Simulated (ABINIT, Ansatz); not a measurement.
## Lattice dynamics of TbAl (Pm-3m) in two programs

Aim: the phonon dispersion of TbAl (Pm-3m), checked by a second program.

Program: ABINIT 10.8.3. Level of theory: DFT PBEsol, scalar-relativistic, plane waves, PseudoDojo norm-conserving, 4f in core pseudopotentials (the lanthanide files made for PBE). Results are calculated unless marked as measured.

Report form: the programs' logs are mostly left out.

## 1. Starting point

The structure is cubic, space group Pm-3m (No. 221). Conventional cell: a = 3.568 Å, b = 3.568 Å, c = 3.568 Å, α = 90.00°, β = 90.00°, γ = 90.00°. Nearest to Tb lie 8 Al at 3.09 Å. Nearest to Al lie 8 Tb at 3.09 Å. Farther neighbours are not listed.

## 2. Relaxation

The harmonic expansion needs vanishing forces, and a free crystal bears no stress, so cell and atoms are brought to rest. Stress is more sensitive to the basis than forces are: the last 3 Ha under the cutoff are smoothed with ecutsm, and the cutoff is raised above that of the later runs.

The starting cell comes from a relaxation made beforehand in Ansatz (PBEsol, NC, 4f in core).

File relax.abi:

```
# relaxation
ionmov 2
optcell 2
dilatmx 1.08
ntime 40
tolmxf 1.0d-05
tolvrs 1.0d-14
prtwf 0
prtden 0
chksymtnons 0

# basis, mesh and filling
ecut 27.0
ecutsm 3.0
ixc -116133
ngkpt 10 10 10
nshiftk 1
shiftk 0.0 0.0 0.0
istwfk *1
occopt 6
tsmear 0.01
nband 13
nstep 100
diemac 1000000.0
prtebands 0
prtgsr 0
useylm 1

# cell and atoms
acell 3*1.0 Angstrom
rprim 
    3.567535245 0.0 0.0
    0.0 3.567535245 0.0
    0.0 0.0 3.567535245
ntypat 2
znucl 65 13
natom 2
typat 1 2
xred 
    0.5 0.5 0.5
    0.0 0.0 0.0
pp_dirpath "./pseudo"
pseudos "Tb.upf, Al.upf"
```

Started as:

```console
> OMP_NUM_THREADS=1 mpirun -n 4 abinit relax.abi > relax.log
```

Elapsed: 27 s, on 4 MPI ranks of Arm Neoverse V2, shared host; 1.8 min of CPU time.

Little changed from the start: no atom moved by 0.005 Å and no cell edge by 0.1 %.

This step gave:

```yaml
volume_per_atom: 22.69 Å³
pressure: 1.29e-5 GPa
gap_on_the_k_mesh: 0 eV
```

## 3. Self-consistent run for the response

First-order wavefunctions inherit every error of the ground state, hence the very tight tolvrs. Occupations are smeared.

File gs.abi:

```
# ground state
tolvrs 1.0d-16
prtden 1
prtwf 1

# basis, mesh and filling
ecut 21.0
ixc -116133
ngkpt 10 10 10
nshiftk 1
shiftk 0.0 0.0 0.0
istwfk *1
occopt 6
tsmear 0.01
nband 13
nstep 100
diemac 1000000.0
prtebands 0
prtgsr 0
useylm 1

# cell and atoms
acell 3*1.0 Angstrom
rprim 
    3.566976905 0.0 0.0
    0.0 3.566976905 0.0
    0.0 0.0 3.566976905
ntypat 2
znucl 65 13
natom 2
typat 1 2
xred 
    0.5 0.5 0.5
    0.0 0.0 0.0
pp_dirpath "./pseudo"
pseudos "Tb.upf, Al.upf"
```

Started as:

```console
> OMP_NUM_THREADS=1 mpirun -n 4 abinit gs.abi > gs.log
```

It took 8.7 s on 4 MPI ranks.

Numbers from this step:

```
pressure : -0.4474 GPa
```

The cell stands at -0.45 GPa: the relaxation ran with a smoothed and higher cutoff, and the difference is a stress of the finite basis.

## 4. Zone-centre response

At q = 0 one unit cell holds all displacements. The response is solved for single atoms along the cell's directions, and symmetry skips those that follow from others. The crystal is treated as a metal, which screens a static field, so no field response is asked.

File dfpt_gamma.abi:

```

# common to the responses
getwfk_filepath "gso_WFK"
kptopt 2
nqpt 1
qpt 0.0 0.0 0.0
asr 0
chneut 0

# displacements
rfphon 1
rfatpol 1 2
rfdir 1 1 1
tolvrs 1.0d-10
prtwf 0

# basis, mesh and filling
ecut 21.0
ixc -116133
ngkpt 10 10 10
nshiftk 1
shiftk 0.0 0.0 0.0
istwfk *1
occopt 6
tsmear 0.01
nband 13
nstep 100
diemac 1000000.0
prtebands 0
prtgsr 0
useylm 1

# cell and atoms
acell 3*1.0 Angstrom
rprim 
    3.566976905 0.0 0.0
    0.0 3.566976905 0.0
    0.0 0.0 3.566976905
ntypat 2
znucl 65 13
natom 2
typat 1 2
xred 
    0.5 0.5 0.5
    0.0 0.0 0.0
pp_dirpath "./pseudo"
pseudos "Tb.upf, Al.upf"
```

Started as:

```console
> OMP_NUM_THREADS=1 mpirun -n 4 abinit dfpt_gamma.abi > dfpt_gamma.log
```

Wall time 27 s (4 MPI ranks); 1.8 min of CPU time.

Numbers from this step:

```
largest acoustic frequency at the zone centre before the sum rule : -2.17 cm⁻¹
highest optical zone-centre mode (no LO-TO term)                  : 224.8 cm⁻¹
lowest optical zone-centre mode                                   : 224.8 cm⁻¹
```

The acoustic modes at Γ come out as far as 2.2 cm⁻¹ from zero, where they should vanish, a small numerical error.

## 5. Modes with the sum rule

anaddb reads the merged derivatives and imposes the acoustic sum rule.

File anaddb.abi:

```
ddb_filepath "gamma_DDB"
output_file "anaddb.abo"
outdata_prefix "anaddb"
asr 1
chneut 1
enunit 2
eivec 1
nph1l 1
qph1l 0.0 0.0 0.0 1.0
```

File mrgddb.in:

```
gamma_DDB
merged
2
dfpt_gammao_DDB
gso_DDB
```

Started as:

```console
> mrgddb < mrgddb.in > mrgddb.log
> OMP_NUM_THREADS=1 anaddb anaddb.abi > anaddb.log
```

Wall time 0.51 s (1 thread).

No LO-TO term; unit eigenvectors of the mass-weighted matrix, from anaddb's displacements. The modes at Γ (shares of kinetic energy by element, %):

| mode | frequency (cm⁻¹) | symmetry | Tb % | Al % |
| --- | --- | --- | --- | --- |
| 1 | 0.0 | acoustic | 85 | 15 |
| 2 | 0.0 | acoustic | 85 | 15 |
| 3 | 0.0 | acoustic | 85 | 15 |
| 4 | 224.8 | T1u | 15 | 85 |
| 5 | 224.8 | T1u | 15 | 85 |
| 6 | 224.8 | T1u | 15 | 85 |

Displacements in mode 4 (224.8 cm⁻¹), the largest set to 1:
```
Tb1  0.00  0.00  0.17
Al2  0.00  0.00 -1.00
```

The rule moves no optical mode by more than 0.1 cm⁻¹.

## 6. Phonons on a q mesh

Linear response treats each wavevector in the unit cell, with no supercell; the 2×2×2 mesh fixes the range of the force constants to be had.

File dfpt_q.abi:

```
ndtset 3

# wavevectors
qpt1 0.5 0.0 0.0
qpt2 0.5 0.5 0.0
qpt3 0.5 0.5 0.5

# displacements
getwfk_filepath "gso_WFK"
getwfq_filepath "gso_WFK"
kptopt 3
nqpt 1
rfphon 1
rfatpol 1 2
rfdir 1 1 1
tolvrs 1.0d-10
prtwf 0

# basis, mesh and filling
ecut 21.0
ixc -116133
ngkpt 10 10 10
nshiftk 1
shiftk 0.0 0.0 0.0
istwfk *1
occopt 6
tsmear 0.01
nband 13
nstep 100
diemac 1000000.0
prtebands 0
prtgsr 0
useylm 1

# cell and atoms
acell 3*1.0 Angstrom
rprim 
    3.566976905 0.0 0.0
    0.0 3.566976905 0.0
    0.0 0.0 3.566976905
ntypat 2
znucl 65 13
natom 2
typat 1 2
xred 
    0.5 0.5 0.5
    0.0 0.0 0.0
pp_dirpath "./pseudo"
pseudos "Tb.upf, Al.upf"
```

Started as:

```console
> OMP_NUM_THREADS=1 mpirun -n 4 abinit dfpt_q.abi > dfpt_q.log
```

The job ended after 8.3 min (4 MPI ranks; 33 min of CPU time).

Numbers from this step:

- lowest mode on the q mesh (acoustic ones at the zone centre apart): 30.78 cm⁻¹

Frequencies (cm⁻¹) before the sum rule at the irreducible wavevectors but Γ, which is solved apart; negative means imaginary. Frequencies by wavevector:

| q (fractions) | star | mode 1 | mode 2 | mode 3 | mode 4 | mode 5 | mode 6 |
| --- | --- | --- | --- | --- | --- | --- | --- |
| 0.5 0 0 | 3 | 84.22 | 84.22 | 129.4 | 221.4 | 221.4 | 228.2 |
| 0.5 0.5 0 | 3 | 30.78 | 30.78 | 69.66 | 239.4 | 259.6 | 259.6 |
| 0.5 0.5 0.5 | 1 | 122.9 | 122.9 | 122.9 | 262 | 262 | 262 |

## 7. Interpolated phonon bands

anaddb transforms the dynamical matrices to force constants and back along the path; points of the mesh come back as solved, but for the sum rule and, in polar crystals, the LO-TO term at Γ; the rest is interpolation.

File anaddb.abi:

```
ddb_filepath "all_DDB"
output_file "anaddb.abo"
outdata_prefix "anaddb"
ifcflag 1
ngqpt 2 2 2
nqshft 1
q1shft 0.0 0.0 0.0
asr 1
chneut 0
dipdip 0
dipquad 0
quadquad 0
enunit 0
eivec 0
nph1l 62
qph1l 
    0.0 0.0 0.0 1.0
    0.0 0.05 0.0 1.0
    0.0 0.1 0.0 1.0
    0.0 0.15 0.0 1.0
    0.0 0.2 0.0 1.0
    0.0 0.25 0.0 1.0
    0.0 0.3 0.0 1.0
    0.0 0.35 0.0 1.0
    0.0 0.4 0.0 1.0
    0.0 0.45 0.0 1.0
    0.0 0.5 0.0 1.0
    0.05 0.5 0.0 1.0
    0.1 0.5 0.0 1.0
    0.15 0.5 0.0 1.0
    0.2 0.5 0.0 1.0
    0.25 0.5 0.0 1.0
    0.3 0.5 0.0 1.0
    0.35 0.5 0.0 1.0
    0.4 0.5 0.0 1.0
    0.45 0.5 0.0 1.0
    0.5 0.5 0.0 1.0
    0.45 0.45 0.0 1.0
    0.4 0.4 0.0 1.0
    0.35 0.35 0.0 1.0
    0.3 0.3 0.0 1.0
    0.25 0.25 0.0 1.0
    0.2 0.2 0.0 1.0
    0.15 0.15 0.0 1.0
    0.1 0.1 0.0 1.0
    0.05 0.05 0.0 1.0
    0.0 0.0 0.0 1.0
    0.05 0.05 0.05 1.0
    0.1 0.1 0.1 1.0
    0.15 0.15 0.15 1.0
    0.2 0.2 0.2 1.0
    0.25 0.25 0.25 1.0
    0.3 0.3 0.3 1.0
    0.35 0.35 0.35 1.0
    0.4 0.4 0.4 1.0
    0.45 0.45 0.45 1.0
    0.5 0.5 0.5 1.0
    0.45 0.5 0.45 1.0
    0.4 0.5 0.4 1.0
    0.35 0.5 0.35 1.0
    0.3 0.5 0.3 1.0
    0.25 0.5 0.25 1.0
    0.2 0.5 0.2 1.0
    0.15 0.5 0.15 1.0
    0.1 0.5 0.1 1.0
    0.05 0.5 0.05 1.0
    0.0 0.5 0.0 1.0
    0.5 0.5 0.5 1.0
    0.5 0.5 0.45 1.0
    0.5 0.5 0.4 1.0
    0.5 0.5 0.35 1.0
    0.5 0.5 0.3 1.0
    0.5 0.5 0.25 1.0
    0.5 0.5 0.2 1.0
    0.5 0.5 0.15 1.0
    0.5 0.5 0.1 1.0
    0.5 0.5 0.05 1.0
    0.5 0.5 0.0 1.0
```

File mrgddb.in:

```
all_DDB
merged
4
dfpt_gammao_DDB
dfpt_qo_DS1_DDB
dfpt_qo_DS2_DDB
dfpt_qo_DS3_DDB
```

Started as:

```console
> mrgddb < mrgddb.in > mrgddb.log
> OMP_NUM_THREADS=1 anaddb anaddb.abi > anaddb.log
```

Elapsed: 0.52 s, on 1 thread.

Read from the output:

| Quantity | Value |
| --- | --- |
| lowest frequency on the path | 0 cm⁻¹ |

Anaddb. The phonon branches at the labelled points (cm⁻¹):

| point | branch 1 | branch 2 | branch 3 | branch 4 | branch 5 | branch 6 |
| --- | --- | --- | --- | --- | --- | --- |
| Γ | 0 | 0 | 0 | 225 | 225 | 225 |
| halfway | 59 | 59 | 90 | 223 | 223 | 227 |
| X | 84 | 84 | 129 | 221 | 221 | 228 |
| halfway | 60 | 77 | 86 | 231 | 244 | 245 |
| M | 31 | 31 | 70 | 239 | 260 | 260 |
| halfway | 31 | 70 | 106 | 223 | 227 | 245 |
| Γ | 0 | 0 | 0 | 225 | 225 | 225 |
| halfway | 76 | 76 | 86 | 239 | 242 | 242 |
| R | 123 | 123 | 123 | 262 | 262 | 262 |
| halfway | 58 | 90 | 104 | 238 | 252 | 255 |
| X | 84 | 84 | 129 | 221 | 221 | 228 |
| jump to R | 123 | 123 | 123 | 262 | 262 | 262 |
| halfway | 91 | 91 | 100 | 251 | 260 | 260 |
| M | 31 | 31 | 70 | 239 | 260 | 260 |

All branches are real along the path.

## 8. Density of states

Sums over the zone need many more wavevectors than were solved, so the interpolation is sampled on a dense mesh.

File anaddb.abi:

```
ddb_filepath "all_DDB"
output_file "anaddb.abo"
outdata_prefix "anaddb"
ifcflag 1
ngqpt 2 2 2
nqshft 1
q1shft 0.0 0.0 0.0
asr 1
chneut 0
dipdip 0
dipquad 0
quadquad 0
prtdos 2
ng2qpt 13 13 13
dosdeltae 4.5563e-06
ntemper 11
temperinc 100.0
tempermin 0.0
```

Started as:

```console
> OMP_NUM_THREADS=1 anaddb anaddb.abi > anaddb.log
```

It took 0.58 s on 1 thread.

Numbers from this step:

```yaml
share_of_modes_beyond_3i_cm_minus1_on_the_dense_interpolated_mesh: 0
zero_point_energy_per_atom: 29.47 meV
heat_capacity_at_300_k: 23.50 J/(mol atoms K)
vibrational_entropy_at_300_k: 37.00 J/(mol atoms K)
```

The phonon density of states has structure finer than the step of the table below, so its rows give means over 10 cm⁻¹, whole bins alone (the curve runs from -30 to 292 cm⁻¹). Peaks (cm⁻¹: height): 54.0: 0.0470, 74.0: 0.0593, 96.0: 0.0535, 226.0: 0.0866, 258.0: 0.0781.

Tetrahedra. Table of phonon density of states by wavenumber; means over each step:

| wavenumber (cm⁻¹) | phonon density of states (1/cm⁻¹/cell) |
| --- | --- |
| 0 | 5.5e-6 |
| 10 | 2.3e-4 |
| 20 | 0.00146 |
| 30 | 0.00558 |
| 40 | 0.0181 |
| 50 | 0.0319 |
| 60 | 0.0337 |
| 70 | 0.0394 |
| 80 | 0.0505 |
| 90 | 0.0405 |
| 100 | 0.0470 |
| 110 | 0.0234 |
| 120 | 0.00722 |
| 130 | 2.9e-4 |
| 140 | 0 |
| 150 | 0 |
| 160 | 0 |
| 170 | 0 |
| 180 | 0 |
| 190 | 0 |
| 200 | 0 |
| 210 | 0 |
| 220 | 0.0315 |
| 230 | 0.0784 |
| 240 | 0.0731 |
| 250 | 0.0670 |
| 260 | 0.0487 |
| 270 | 0 |

Harmonic thermodynamic functions per atom, summed over the density of states scaled to three modes an atom; melting is ignored. Thermodynamic functions:

| T (K) | F_vib (meV/atom) | S (J/mol-atom/K) | C_V (J/mol-atom/K) |
| --- | --- | --- | --- |
| 0 | 29.47 | 0 | 0 |
| 50 | 28.49 | 5.651 | 8.997 |
| 100 | 23.28 | 14.31 | 16.23 |
| 200 | 1.01 | 27.76 | 21.92 |
| 300 | -32.81 | 37 | 23.5 |
| 400 | -74.87 | 43.86 | 24.11 |
| 500 | -123.2 | 49.27 | 24.4 |
| 600 | -176.7 | 53.74 | 24.57 |
| 700 | -234.4 | 57.53 | 24.66 |
| 800 | -295.8 | 60.83 | 24.73 |
| 900 | -360.3 | 63.74 | 24.77 |
| 1000 | -427.8 | 66.36 | 24.81 |

At 300 K the heat capacity has reached 94 % of the Dulong-Petit value.

## 9. Cross-check with Ansatz

A second program on the same cell, potentials, cutoff and meshes tests the implementation of the phonon response, not its convergence.

This step: DFT PBEsol, scalar-relativistic, plane waves, norm-conserving pseudopotentials, 4f in core (Ansatz 0.2.0).

File input.yaml:

```yaml
crystal:
  lattice:
    - [3.5669769051, 0.0, 0.0]
    - [0.0, 3.5669769051, 0.0]
    - [0.0, 0.0, 3.5669769051]
  atoms:
    - { symbol: Tb, position: [0.5, 0.5, 0.5] }
    - { symbol: Al, position: [0.0, 0.0, 0.0] }
kpoints:
  mp_grid: { grid: [10, 10, 10] }
hamiltonian:
  xc: pbesol
  pseudopotentials:
    kind: nc
    azcp: { Tb: "pseudopotentials/pbe/nc/lanthanide_3plus/Tb.nc.azcp" }
    accuracy: standard
scf:
  occupations: { method: methfessel_paxton, width: 0.27211 }
output:
  eigenvalues: true
basis:
  ecutwfc: 571.439
phonons:
  method: dfpt
  qmesh: [2, 2, 2]
  temperatures: { t_max: 1000, t_step: 50 }
  qpath:
    path:
      - [[0.0, 0.0, 0.0], [0.0, 0.5, 0.0], [0.5, 0.5, 0.0], [0.0, 0.0, 0.0], [0.5, 0.5, 0.5], [0.0, 0.5, 0.0]]
      - [[0.5, 0.5, 0.5], [0.5, 0.5, 0.0]]
    npoints: 10
```

Started as:

```console
> ansatz run input.yaml --threads 4 --pin off --max-ram 8192MiB --backend cpu --events-out ev --progress --plain --runs-dir out
```

Wall time 24 s (4 threads); peak memory 0.69 GiB.

Numbers from this step:

```
sum-rule residual before enforcement                               : 3.54e-5 eV/Å²
mean frequency                                                     : 158.6 cm⁻¹
Debye temperature (second moment)                                  : 333 K
logarithmic mean frequency                                         : 132.4 cm⁻¹
lowest mode on the q mesh (acoustic ones at the zone centre apart) : 30.86 cm⁻¹
zero-point energy per atom                                         : 29.49 meV
vibrational entropy at 300 K                                       : 37.02 J/(mol atoms K)
```

## 10. Side by side: ABINIT PseudoDojo and Ansatz, PseudoDojo

Worked out from the results:

```
root-mean-square difference             : 0.03 cm⁻¹
largest difference                      : 0.08 cm⁻¹
root-mean-square difference on the path : 0 cm⁻¹
largest difference on the path          : 0.1 cm⁻¹
```

The interpolated bands of the two lie on top of each other.

At the solved wavevectors the largest difference (acoustic modes at Γ apart) is 0.03 % of the highest mode.

## 11. Outcome

| Quantity | Value |
| --- | --- |
| space group after relaxation | Pm-3m |
| volume per atom | 22.7 Å³ |
| highest optical zone-centre mode (no LO-TO term) | 224.8 cm⁻¹ |
| q mesh | 2×2×2 |
| lowest mode on the q mesh (acoustic ones at the zone centre apart) | 30.8 cm⁻¹ |
| zero-point energy per atom | 29.5 meV |
| heat capacity at 300 K | 23.5 J/(mol atoms K) |
| vibrational entropy at 300 K | 37.0 J/(mol atoms K) |
| imaginary modes on the q mesh | none |
| largest difference from Ansatz, PseudoDojo | 0.08 cm⁻¹ |

TbAl (Pm-3m) is dynamically stable on the 2×2×2 mesh; its spectrum reaches 262 cm⁻¹. At the PBEsol level the optical modes of TbAl (Pm-3m) at the zone centre lie at 225 cm⁻¹. The base run prints -0.45 GPa, mostly the error of a finite basis; the relaxation, with a smoothed and higher cutoff, had brought the cell to rest. ABINIT PseudoDojo and Ansatz, PseudoDojo agree to 0.08 cm⁻¹ (0.03 % of the highest mode compared) on all solved modes but the acoustic ones at Γ, without the LO-TO term. These are harmonic frequencies at zero temperature: anharmonic shifts and linewidths and thermal expansion are left out. Spin-orbit coupling is left out, which can matter for the heavy elements here. In a metal the frequencies hang on the k mesh and the smearing, most of all near Kohn anomalies. The 4f electrons are frozen in the core as for a trivalent ion, in files made for PBE, so their moments and any magnetic order are left out. Ansatz warns that the cutoff lies 16 % under the one recommended for these files; agreement at one cutoff is not convergence. The q mesh stands for a supercell only 7.1 Å across, so branches between the solved wavevectors are rough. The structure comes from a database by way of an earlier relaxation and need not be the phase that is stable at ambient conditions.

[Host names and launcher messages were left out of these logs when they were recorded.]

[Logs are printed without paths, hosts, clocks, repeated set-up lines and the standing remarks that a program may print on its own settings, such as how far it seeks lower states.]

[Hosts, paths, dates, database ids (printed as entryN), source tags and the programs' standing remarks are cut or masked in the printed files.]
